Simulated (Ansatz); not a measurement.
# Cd3Cu, from a guessed structure to a relaxed one

This structure for Cd3Cu is made up. Its elements were placed in a known structure type with a cell scaled to their sizes. What cell does the guess relax to, and how far off was it?

Program: Ansatz 0.2.0. Level of theory: DFT, PBE, plane-wave PAW, files of the set soft_1, scalar-relativistic, ferromagnetic start, cell and ions relaxed at zero pressure; PAW set soft_1. Results are calculated unless marked as measured.

**1. Set-up**

The structure is cubic, space group Fm-3m (No. 225). The conventional cell has a = 6.715 Å, b = 6.715 Å, c = 6.715 Å, α = 90.00°, β = 90.00°, γ = 90.00°. Nearest to Cd lie 8 Cd at 2.91 Å. Nearest to Cd lie 4 Cu at 2.91 Å and 4 Cd at 2.91 Å. Nearest to Cu lie 8 Cd at 2.91 Å. Farther neighbours are not listed.

**2. Relaxation of the guess**

The guess takes its coordinates from another compound and its volume from a rule, so the cell and any free coordinates are relaxed together.

File input.yaml:

```yaml
crystal:
  lattice:
    - [0.0, 3.3575, 3.3575]
    - [3.3575, 0.0, 3.3575]
    - [3.3575, 3.3575, 0.0]
  atoms:
    - { symbol: Cd, position: [0.5, 0.5, 0.5] }
    - { symbol: Cd, position: [0.75, 0.75, 0.75] }
    - { symbol: Cd, position: [0.25, 0.25, 0.25] }
    - { symbol: Cu, position: [0.0, 0.0, 0.0], spin: 0.6 }
magnetization:
  spin_polarized: true
kpoints:
  mp_grid: { grid: [7, 7, 7] }
scf:
  occupations: { method: fermi_dirac, width: 0.05 }
hamiltonian:
  xc: pbe
  pseudopotentials: { kind: paw, azcp: { folder: soft_1 } }
relax:
  f_tol: 0.015
  max_steps: 70
  cell: {}
output:
  forces: true
  stress: true
```

On the command line:

```sh
> ansatz run input.yaml --threads 4 --pin off --max-ram 8192MiB --backend cpu --events-out ev --progress --plain --runs-dir out
```

Numbers of over 12 decimals in the logs are rounded to 6 here.

The program printed:

```text
Engine: ansatz 0.2.0, x86_64-unknown-linux-gnu
Pseudopotentials: kind: paw
Pseudopotential: Cd, paw, valence charge 20, recommended cutoff 420 eV (normal), soft_1/Cd.paw.azcp
Pseudopotential: Cu, paw, valence charge 19, recommended cutoff 420 eV (normal), soft_1/Cu.paw.azcp
Functional definition: PBE
  parameter kappa = 0.804
  parameter beta = 0.066725
  exchange = pbe_x(kappa = kappa, mu = beta*pi^2/3)
  correlation = pbe_c(beta = beta)
Crystal: 4 atoms, lattice volume = 75.697 Å³
Basis set: ecut = 420 eV, 1459 PW (Γ), exchange–correlation on 64×64×64 points (8 copies of the dense FFT grid, shifted against one another)
Bands: 48, of which v1, the nominal top of the filled ones, is band 40 counted from 1 (39 counted from 0)
Symmetry: 48 space group operations
Space group: Fm-3m (ITA 225), of the structure as read, at distance tolerance 4.2e-5 Å
Magnetic group: BNS 225.116 (UNI 1618), of the structure as read, at distance tolerance 4.2e-5 Å
k-points: 20 of 343
Non-local potential: Cd, projectors of the file, l = 0: 3, l = 1: 2, l = 2: 2, l = 3: 1
Non-local potential: Cu, projectors of the file, l = 0: 3, l = 1: 2, l = 2: 3, l = 3: 1
PAW form: soft (Blöchl's): semilocal exchange-correlation on the pseudo side does not see the compensation charge
PAW one-centre angular grid: Cd, 590 points (default); XC on 64 Gauss nodes
PAW one-centre angular grid: Cu, 590 points (default); XC on 64 Gauss nodes
Initial density: superposition of atomic densities (chi_scale 0.1, normalization cell)
Starting moments: Σ|m| = 0.6 μB on 1 of 4 sites
Initial wavefunctions: pseudopotential atomic-orbital guess
Functional: x = pbe(κ = 0.804, μ = 0.219515), c = pbe(β = 0.066725)
SCF iter   1: F=—  HF=-31388.970868 eV  |F-HF|=—  |Δ(HF+E_count)|=         —  Δρ=7.31e-2 (↑7.31e-2 ↓2.41e-2)  dr2=4.73e0  dr2_m=5.26e-1  M=0.074 μB ∫|m|=0.161 μB  β_m=0.30  ethr=3.10e-3  ⟨swp⟩=6.0  Hψ=6336  notcnv=0  defer=3
preconditioner: auto → Kerker (q_TF=auto, 2.748 Å⁻¹)  [metal: Δε(μ)=0.029 eV  Ē_g=11.875 eV  σ=0.050 eV  W_gap=0.14  n_scr=26 (ndim 8)  ℏωp=29.3 eV  f_vac=0.000  D(μ)=1.10/eV (n_scr^D=8)]
spin=Collinear: Kerker preconditioning applied to the charge; magnetization (m = ρ↑ − ρ↓) channel mixes plain (no charge-response kernel on spin).
SCF iter   2: F=—  HF=-31388.514735 eV  |F-HF|=—  |Δ(HF+E_count)|=   4.56e-1  Δρ=3.03e-2 (↑2.36e-2 ↓3.03e-2)  dr2=6.31e-1  dr2_m=3.91e-1  M=0.035 μB ∫|m|=0.073 μB  β_m=0.30  ethr=3.10e-3  ⟨swp⟩=2.3  Hψ=3910  notcnv=0  defer=88
SCF iter   3: F=—  HF=-31388.387677 eV  |F-HF|=—  |Δ(HF+E_count)|=   1.27e-1  Δρ=2.62e-2 (↑2.62e-2 ↓1.37e-2)  dr2=4.70e-1  dr2_m=2.05e-1  M=0.028 μB ∫|m|=0.067 μB  β_m=0.30  ethr=7.98e-4  ⟨swp⟩=2.0  Hψ=3158  notcnv=0  defer=88
SCF iter   4: F=—  HF=-31388.262632 eV  |F-HF|=—  |Δ(HF+E_count)|=   1.25e-1  Δρ=1.50e-2 (↑1.25e-2 ↓1.50e-2)  dr2=3.41e-2  dr2_m=1.17e-1  M=0.023 μB ∫|m|=0.048 μB  β_m=0.30  ethr=5.94e-4  ⟨swp⟩=2.0  Hψ=3024  notcnv=0  defer=88
SCF iter   5: F=—  HF=-31388.293465 eV  |F-HF|=—  |Δ(HF+E_count)|=   3.08e-2  Δρ=1.68e-2 (↑3.22e-3 ↓1.68e-2)  dr2=9.54e-2  dr2_m=6.75e-2  M=0.016 μB ∫|m|=0.035 μB  β_m=0.30  ethr=4.32e-5  ⟨swp⟩=2.0  Hψ=3811  notcnv=0  defer=88
SCF iter   6: F=—  HF=-31388.290478 eV  |F-HF|=—  |Δ(HF+E_count)|=   2.99e-3  Δρ=1.07e-2 (↑3.97e-3 ↓1.07e-2)  dr2=2.76e-2  dr2_m=3.70e-2  M=0.012 μB ∫|m|=0.028 μB  β_m=0.30  ethr=4.32e-5  ⟨swp⟩=2.0  Hψ=2306  notcnv=0  defer=88
SCF iter   7: F=—  HF=-31388.288603 eV  |F-HF|=—  |Δ(HF+E_count)|=   1.87e-3  Δρ=7.22e-3 (↑3.72e-3 ↓7.22e-3)  dr2=9.31e-3  dr2_m=2.06e-2  M=0.009 μB ∫|m|=0.022 μB  β_m=0.30  ethr=3.49e-5  ⟨swp⟩=1.2  Hψ=1851  notcnv=0  defer=88
Mixer restart at iter 7: flushing history
spin-set hold released at iteration 7 (site moments contracting): the magnetisation degrees of freedom join the quasi-Newton model from the next iteration; the mixer history was flushed
SCF iter   8: F=—  HF=-31388.288174 eV  |F-HF|=—  |Δ(HF+E_count)|=   4.29e-4  Δρ=4.55e-3 (↑3.63e-3 ↓4.55e-3)  dr2=1.86e-3  dr2_m=1.15e-2  M=0.006 μB ∫|m|=0.018 μB  β_m=0.65  ethr=1.18e-5  ⟨swp⟩=1.2  Hψ=1999  notcnv=0  defer=88
SCF iter   9: F=—  HF=-31388.291724 eV  |F-HF|=—  |Δ(HF+E_count)|=   3.55e-3  Δρ=3.15e-3 (↑1.65e-3 ↓3.15e-3)  dr2=1.11e-2  dr2_m=3.95e-4  M=0.001 μB ∫|m|=0.005 μB  β_m=0.50  ethr=2.36e-6  ⟨swp⟩=2.0  Hψ=3609  notcnv=0  defer=88
SCF iter  10: F=—  HF=-31388.288773 eV  |F-HF|=—  |Δ(HF+E_count)|=   2.95e-3  Δρ=9.67e-4 (↑9.67e-4 ↓3.70e-4)  dr2=6.26e-4  dr2_m=6.41e-5  M=-0.000 μB ∫|m|=0.003 μB  β_m=0.75  ethr=2.36e-6  ⟨swp⟩=2.0  Hψ=3560  notcnv=0  defer=88
SCF iter  11: F=—  HF=-31388.288797 eV  |F-HF|=—  |Δ(HF+E_count)|=   2.43e-5  Δρ=9.54e-5 (↑9.54e-5 ↓9.21e-5)  dr2=1.56e-5  dr2_m=4.11e-7  M=0.000 μB ∫|m|=0.000 μB  β_m=0.66  ethr=7.93e-7  ⟨swp⟩=2.0  Hψ=2130  notcnv=0  defer=88
SCF iter  12: F=—  HF=-31388.288817 eV  |F-HF|=—  |Δ(HF+E_count)|=   1.94e-5  Δρ=4.63e-5 (↑3.53e-5 ↓4.63e-5)  dr2=1.81e-6  dr2_m=5.29e-8  M=-0.000 μB ∫|m|=0.000 μB  β_m=0.71  ethr=1.98e-8  ⟨swp⟩=2.0  Hψ=3126  notcnv=0  defer=88
SCF iter  13: F=—  HF=-31388.288821 eV  |F-HF|=—  |Δ(HF+E_count)|=   4.40e-6  Δρ=2.05e-5 (↑1.78e-5 ↓2.05e-5)  dr2=8.53e-7  dr2_m=1.50e-8  M=-0.000 μB ∫|m|=0.000 μB  β_m=0.86  ethr=2.29e-9  ⟨swp⟩=2.0  Hψ=2177  notcnv=0  defer=88
SCF iter  14: F=—  HF=-31388.288821 eV  |F-HF|=—  |Δ(HF+E_count)|=   2.73e-7  Δρ=4.39e-6 (↑4.39e-6 ↓3.22e-6)  dr2=9.55e-8  dr2_m=6.20e-10  M=-0.000 μB ∫|m|=0.000 μB  β_m=0.93  ethr=1.27e-10  ⟨swp⟩=2.0  Hψ=5798  notcnv=0
SCF iter  15: F=-31388.288821 eV  HF=-31388.288821 eV  |F-HF|=5.48e-9  |Δ(HF+E_count)|=   2.90e-9  Δρ=1.37e-6 (↑1.37e-6 ↓8.99e-7)  dr2=6.97e-9  dr2_m=7.66e-11  M=0.000 μB ∫|m|=0.000 μB  ethr=1.21e-10  ⟨swp⟩=3.0  Hψ=5228  notcnv=0
WARN: the starting moments were not kept: the SCF closed with an absolute magnetisation of 2.9e-6 μB, where they sum to 0.6 μB in size (1 site). That is at most 0.1 of that sum. Measured as dr2_m measures the in/out step, that magnetisation stands 6.9e-12 eV from none, at or under the dr2_threshold of 1.0e-7 eV: it is no larger than a step whose dr2_m would equal this threshold. The system may hold no moment; this SC [...]
SCF 1 converged in 15 iterations: F = -31388.288821 eV  dr2 = 6.97e-9
  greatest PAW one-centre occupation: 1.000 electrons in one spin orbital (limit 2), on the Cd atom at site 0 (counted from 0), in its partial waves of l = 0
relax step   1: F+E_penalty+E_count = -31388.28882146 eV  Δ(F+E_penalty+E_count) = +0.000e0 eV  max|allowed force component| = 1.735e-18 eV/Å  Δτ_max = 0.0000 Å  P = +0.548 GPa  Ω = 75.697 Å³  (15 SCF iters, dr2 threshold 1.00e-7 eV, accepted)
[...]
spin=Collinear: Resta preconditioning applied to the charge; magnetization (m = ρ↑ − ρ↓) channel mixes plain (no charge-response kernel on spin).
SCF iter   2: F=—  HF=-31388.289725 eV  |F-HF|=—  |Δ(HF+E_count)|=   2.76e-5  Δρ=1.17e-4 (↑9.27e-5 ↓1.17e-4)  dr2=2.12e-5  dr2_m=2.41e-6  M=0.000 μB ∫|m|=0.000 μB  β_m=0.30  ethr=2.70e-7  ⟨swp⟩=2.0  Hψ=2160  notcnv=0
SCF iter   3: F=—  HF=-31388.289705 eV  |F-HF|=—  |Δ(HF+E_count)|=   1.98e-5  Δρ=9.33e-5 (↑9.33e-5 ↓4.91e-5)  dr2=1.35e-5  dr2_m=1.24e-6  M=0.000 μB ∫|m|=0.000 μB  β_m=0.41  ethr=2.68e-8  ⟨swp⟩=2.0  Hψ=3459  notcnv=0
SCF iter   4: F=—  HF=-31388.289702 eV  |F-HF|=—  |Δ(HF+E_count)|=   3.15e-6  Δρ=3.00e-5 (↑2.57e-5 ↓3.00e-5)  dr2=1.19e-6  dr2_m=4.66e-8  M=0.000 μB ∫|m|=0.000 μB  β_m=0.71  ethr=1.71e-8  ⟨swp⟩=2.0  Hψ=2798  notcnv=0
SCF iter   5: F=—  HF=-31388.289702 eV  |F-HF|=—  |Δ(HF+E_count)|=   4.35e-7  Δρ=1.42e-5 (↑1.36e-5 ↓1.42e-5)  dr2=3.32e-7  dr2_m=2.48e-10  M=0.000 μB ∫|m|=0.000 μB  β_m=0.76  ethr=1.50e-9  ⟨swp⟩=2.6  Hψ=3240  notcnv=0
SCF iter   6: F=-31388.289702 eV  HF=-31388.289702 eV  |F-HF|=7.45e-9  |Δ(HF+E_count)|=   4.39e-8  Δρ=2.44e-6 (↑2.44e-6 ↓2.42e-6)  dr2=7.86e-9  dr2_m=4.02e-12  M=0.000 μB ∫|m|=0.000 μB  ethr=1.67e-10  ⟨swp⟩=3.5  Hψ=5159  notcnv=0
the starting moments were not kept: the SCF closed with an absolute magnetisation of 2.5e-6 μB, where they sum to 0.6 μB in size (1 site). That is at most 0.1 of that sum. Measured as dr2_m measures the in/out step, that magnetisation stands 1.6e-12 eV from none, at or under the dr2_threshold of 1.3e-7 eV: it is no larger than a step whose dr2_m would equal this threshold.
SCF 3 converged in 6 iterations: F = -31388.289702 eV  dr2 = 7.86e-9
relax step   3: F+E_penalty+E_count = -31388.28970203 eV  Δ(F+E_penalty+E_count) = -3.208e-4 eV  max|allowed force component| = 4.048e-18 eV/Å  Δτ_max = 0.0000 Å  P = -0.007 GPa  Ω = 76.377 Å³  energy of the carried Pulay correction = -2.519e-4 eV  (6 SCF iters, dr2 threshold 1.32e-7 eV, accepted)
Initial wavefunctions: pseudopotential atomic-orbital guess (no wavefunctions were taken with the density)
iter 1 solved again at ethr=1.18e-8 eV; its pass at ethr=3.10e-3 eV (dr2=9.30e-6 eV) is discarded
SCF iter   1: F=—  HF=-31388.289815 eV  |F-HF|=—  |Δ(HF+E_count)|=         —  Δρ=1.06e-4 (↑1.06e-4 ↓1.06e-4)  dr2=7.59e-7  dr2_m=4.04e-12  M=0.000 μB ∫|m|=0.000 μB  β_m=0.30  ethr=1.18e-8  ⟨swp⟩=3.1  Hψ=11736  notcnv=0
preconditioner: auto → Resta (q_TF=auto, 2.744 Å⁻¹)  ε∞=6.6  [insulator: Δε(μ)=0.124 eV  Ē_g=12.357 eV  σ=0.050 eV  W_gap=0.53  n_scr=26 (ndim 8)  ℏωp=29.1 eV  f_vac=0.000  D(μ)=1.45/eV (n_scr^D=8)  ε∞_Penn≈6.6]
spin=Collinear: Resta preconditioning applied to the charge; magnetization (m = ρ↑ − ρ↓) channel mixes plain (no charge-response kernel on spin).
SCF iter   2: F=—  HF=-31388.289893 eV  |F-HF|=—  |Δ(HF+E_count)|=   7.80e-5  Δρ=7.59e-5 (↑7.59e-5 ↓7.59e-5)  dr2=6.41e-7  dr2_m=1.96e-12  M=0.000 μB ∫|m|=0.000 μB  β_m=0.54  ethr=9.61e-10  ⟨swp⟩=2.0  Hψ=2132  notcnv=0
SCF iter   3: F=—  HF=-31388.289959 eV  |F-HF|=—  |Δ(HF+E_count)|=   6.56e-5  Δρ=3.04e-5 (↑3.04e-5 ↓3.04e-5)  dr2=2.01e-7  dr2_m=4.40e-13  M=0.000 μB ∫|m|=0.000 μB  β_m=0.55  ethr=8.11e-10  ⟨swp⟩=2.0  Hψ=2178  notcnv=0
SCF iter   4: F=—  HF=-31388.289970 eV  |F-HF|=—  |Δ(HF+E_count)|=   1.15e-5  Δρ=9.41e-7 (↑9.37e-7 ↓9.41e-7)  dr2=4.36e-10  dr2_m=2.60e-13  M=0.000 μB ∫|m|=0.000 μB  β_m=0.57  ethr=2.55e-10  ⟨swp⟩=2.0  Hψ=3488  notcnv=0
SCF iter   5: F=—  HF=-31388.289969 eV  |F-HF|=—  |Δ(HF+E_count)|=   6.57e-7  Δρ=1.55e-6 (↑1.54e-6 ↓1.55e-6)  dr2=1.14e-9  dr2_m=9.64e-14  M=0.000 μB ∫|m|=0.000 μB  β_m=0.78  ethr=1.00e-12  ⟨swp⟩=4.0  Hψ=5891  notcnv=0
SCF iter   6: F=—  HF=-31388.289969 eV  |F-HF|=—  |Δ(HF+E_count)|=   1.76e-8  Δρ=6.59e-7 (↑6.59e-7 ↓6.59e-7)  dr2=6.49e-11  dr2_m=2.19e-16  M=-0.000 μB ∫|m|=0.000 μB  β_m=0.70  ethr=1.00e-12  ⟨swp⟩=2.0  Hψ=3502  notcnv=0
SCF iter   7: F=—  HF=-31388.289969 eV  |F-HF|=—  |Δ(HF+E_count)|=   5.26e-9  Δρ=1.26e-7 (↑1.26e-7 ↓1.25e-7)  dr2=3.30e-12  dr2_m=1.24e-15  M=0.000 μB ∫|m|=0.000 μB  β_m=0.85  ethr=1.00e-12  ⟨swp⟩=3.6  Hψ=5296  notcnv=0
SCF iter   8: F=-31388.289969 eV  HF=-31388.289969 eV  |F-HF|=0.00e0  |Δ(HF+E_count)|=  2.00e-10  Δρ=1.35e-8 (↑1.35e-8 ↓1.34e-8)  dr2=1.04e-13  dr2_m=8.85e-17  M=0.000 μB ∫|m|=0.000 μB  ethr=1.00e-12  ⟨swp⟩=3.0  Hψ=3998  notcnv=0
the starting moments were not kept: the SCF closed with an absolute magnetisation of 9.7e-9 μB, where they sum to 0.6 μB in size (1 site). That is at most 0.1 of that sum. Measured as dr2_m measures the in/out step, that magnetisation stands 2.4e-17 eV from none, at or under the dr2_threshold of 4.0e-11 eV: it is no larger than a step whose dr2_m would equal this threshold.
SCF 4 converged in 8 iterations: F = -31388.289969 eV  dr2 = 1.04e-13
relax step   4: F+E_penalty+E_count = -31388.28996948 eV  Δ(F+E_penalty+E_count) = -2.675e-4 eV  max|allowed force component| = 9.396e-19 eV/Å  Δτ_max = 0.0000 Å  P = -0.009 GPa  Ω = 76.377 Å³  stress off target by 9.01e-3 GPa  SCF on the basis re-selected at this cell (its energy is not comparable with the rows above)  (8 SCF iters)
basis re-selected at this cell: Δ(F+E_penalty+E_count) = -2.675e-4 eV, ΔP = -0.002 GPa vs the last step (what re-selecting the basis moved, of the pressure what is left beyond the Pulay correction that the steps carried, after the strain that the cell walked since its last selection, with what the two solves' SCF thresholds leave and, on support functions, any second-order correction that the steps lacked; it is no m [...]
SCF converged after 8 iterations
Magnetization: 0.0000 μB (39.5000 up, 39.5000 down)
Absolute magnetization: 0.0000 μB (∫|ρ↑−ρ↓|, with the PAW one-centre terms)
Spin contamination: 0.0000 ħ² per cell (⟨S²⟩ above its minimum at these occupations)
Per-site moments (μB) at R_I (Å): [(-4.405083037628521e-10, 1.203001), (-7.902133431741954e-11, 1.203001), (-7.902133314841882e-11, 1.203001), (2.1806602154401728e-10, 1.203001)]
Free energy (F): -31388.289969 eV
Harris-Foulkes:  -31388.289969 eV  (|F-HF|=0.00e0)
Internal energy: -31388.277825 eV  (E = F + TS)
E sigma→0 (E₀):  -31388.283897 eV
Entropy (-TS):   -0.012144 eV (-3.036 meV/atom)
Fermi energy:    15.202733 eV
--- Per-component energies (eV) ---
  E_band       = -1558.286692
  E_kinetic    = 1580.552228
  E_local      = -13552.862556  (includes V_loc(G=0)·N_el)
  E_nonlocal   = 1251.412281
  E_hartree    = 6126.330270
  E_xc         = -539.496175
  E_vxc        = -678.545530  (∫ρ·V_xc dr)
  E_paw        = -14111.381461  (= ΣΔE_a)
  E_vpaw       = -2411.505898  (= ΣTr[D̂ρ^β])
  E_aug_tail   = 0.002218  (compensation charges beyond the density's cutoff)
  E_ewald      = -12142.834630
  E_smearing   = -0.012144  (= −TS)
  E_closure    = 0.000000  (closes the sum)
  Σ components = -31388.289969   (vs F -31388.289969, Δ=0.00e0)
--- Forces (eV/Å), atoms counted from 1 ---
  atom   1  Cd     0.00000000    -0.00000000     0.00000000
  atom   2  Cd     0.00000000     0.00000000    -0.00000000
  atom   3  Cd     0.00000000    -0.00000000    -0.00000000
  atom   4  Cu    -0.00000000    -0.00000000    -0.00000000
  max |Σ_I F_I| component: 2.31e-18 eV/Å
--- Stress (GPa, compression-positive) ---
       -0.009012       0.000000       0.000000
        0.000000      -0.009012      -0.000000
        0.000000      -0.000000      -0.009012
  P = ⅓ Tr σ = -0.0090 GPa (-0.090 kbar)
--- Relaxed structure (3 steps of the walk, 3 accepted, 1 SCFs on fresh bases) ---
  F+E_penalty+E_count = -31388.28996948 eV   max|allowed force component| = 9.396e-19 eV/Å   (the final SCF, on the basis selected at the relaxed cell)
  cell:  # Å, volume = 76.3774 Å³
    - [0, 3.367531, 3.367531]
    - [3.367531, 0, 3.367531]
    - [3.367531, 3.367531, 0]
  atoms:
    - { symbol: Cd, position: [0.5, 0.5, 0.5] }
    - { symbol: Cd, position: [0.750000, 0.750000, 0.750000] }
    - { symbol: Cd, position: [0.25, 0.25, 0.25] }
    - { symbol: Cu, position: [0, 0, 0] }
```

Wall time 7.5 s (4 threads of Intel Xeon Platinum 8259CL at 2.50GHz (Skylake/Cascade Lake), shared host); peak memory 0.51 GiB; 27 s of CPU time.

Relaxation path:

```tsv
step	energy less that of the first step (eV)	largest force component (eV/Å)	pressure (GPa)	volume (Å³)
1	0.0000	0.0000	0.55	75.70
2	-0.0006	0.0000	-0.23	76.67
3	-0.0009	0.0000	-0.01	76.38
4*	-0.0011	0.0000	-0.01	76.38
```

Relaxation steps marked * repeat the geometry before them on a plane-wave basis chosen anew for their cell, so energy and pressure can jump there.

The run keeps the 48 symmetry operations that it works with, so distortions that break them were not tested.

```tsv
conventional cell, symmetrised	before	after	change
a (Å)	6.715	6.735	+0.3 %
b (Å)	6.715	6.735	+0.3 %
c (Å)	6.715	6.735	+0.3 %
volume (Å³/atom)	18.92	19.09	+0.9 %
```

Final coordinates:

```
Cd Cu
1.0
     0.00000    3.36753    3.36753
     3.36753    0.00000    3.36753
     3.36753    3.36753    0.00000
Cd Cu
3 1
Direct
  0.50000 0.50000 0.50000
  0.75000 0.75000 0.75000
  0.25000 0.25000 0.25000
  0.00000 0.00000 0.00000
```

Numbers from this step:

| Quantity | Value |
| --- | --- |
| free energy | -31388.2900 eV |
| energy at zero smearing | -31388.2839 eV |
| smearing term TS | 0.01214 eV |
| Fermi energy | 15.20 eV |
| electrons | 79 |
| symmetry operations | 48 |
| pressure | -0.009012 GPa |

The shortest distance of each pair, which need not be the same contact before and after:

```tsv
pair	guess (Å)	relaxed (Å)
Cd–Cd	2.908	2.916
Cd–Cu	2.908	2.916
Cu–Cu	4.748	4.762
```

The relaxation ends with a pressure of -0.01 GPa. The starting moments have collapsed: the run ends non-magnetic.

**3. Results**

* space group, relaxed: Fm-3m
* conventional cell: a = 6.735, b = 6.735, c = 6.735 Å; α = 90.0°, β = 90.0°, γ = 90.0°
* volume per atom: 19.09 Å³ (guess 18.92)
* total moment: 0.00 μB in the cell of 4 atoms

**Reading.** Cd3Cu relaxes to Fm-3m with a = 6.735, b = 6.735 and c = 6.735 Å. The guessed volume was near the relaxed one. The space group Fm-3m was held in the relaxation, so the end point is a stationary structure within it and may be a saddle against distortions or other arrangements. The moments died out from this one start and weren't seeded again at the relaxed cell. Mesh and cutoff weren't tested. No dispersion term is used, so weakly bound directions may come out too long. Nothing here tests whether the compound is stable against decomposition.

[Logs are printed without paths, hosts, clocks, repeated set-up lines and the standing remarks that a program may print on its own settings, such as how far it seeks lower states.]

[Hosts, paths, dates, database ids (printed as entryN), source tags and the programs' standing remarks are cut or masked in the printed files.]
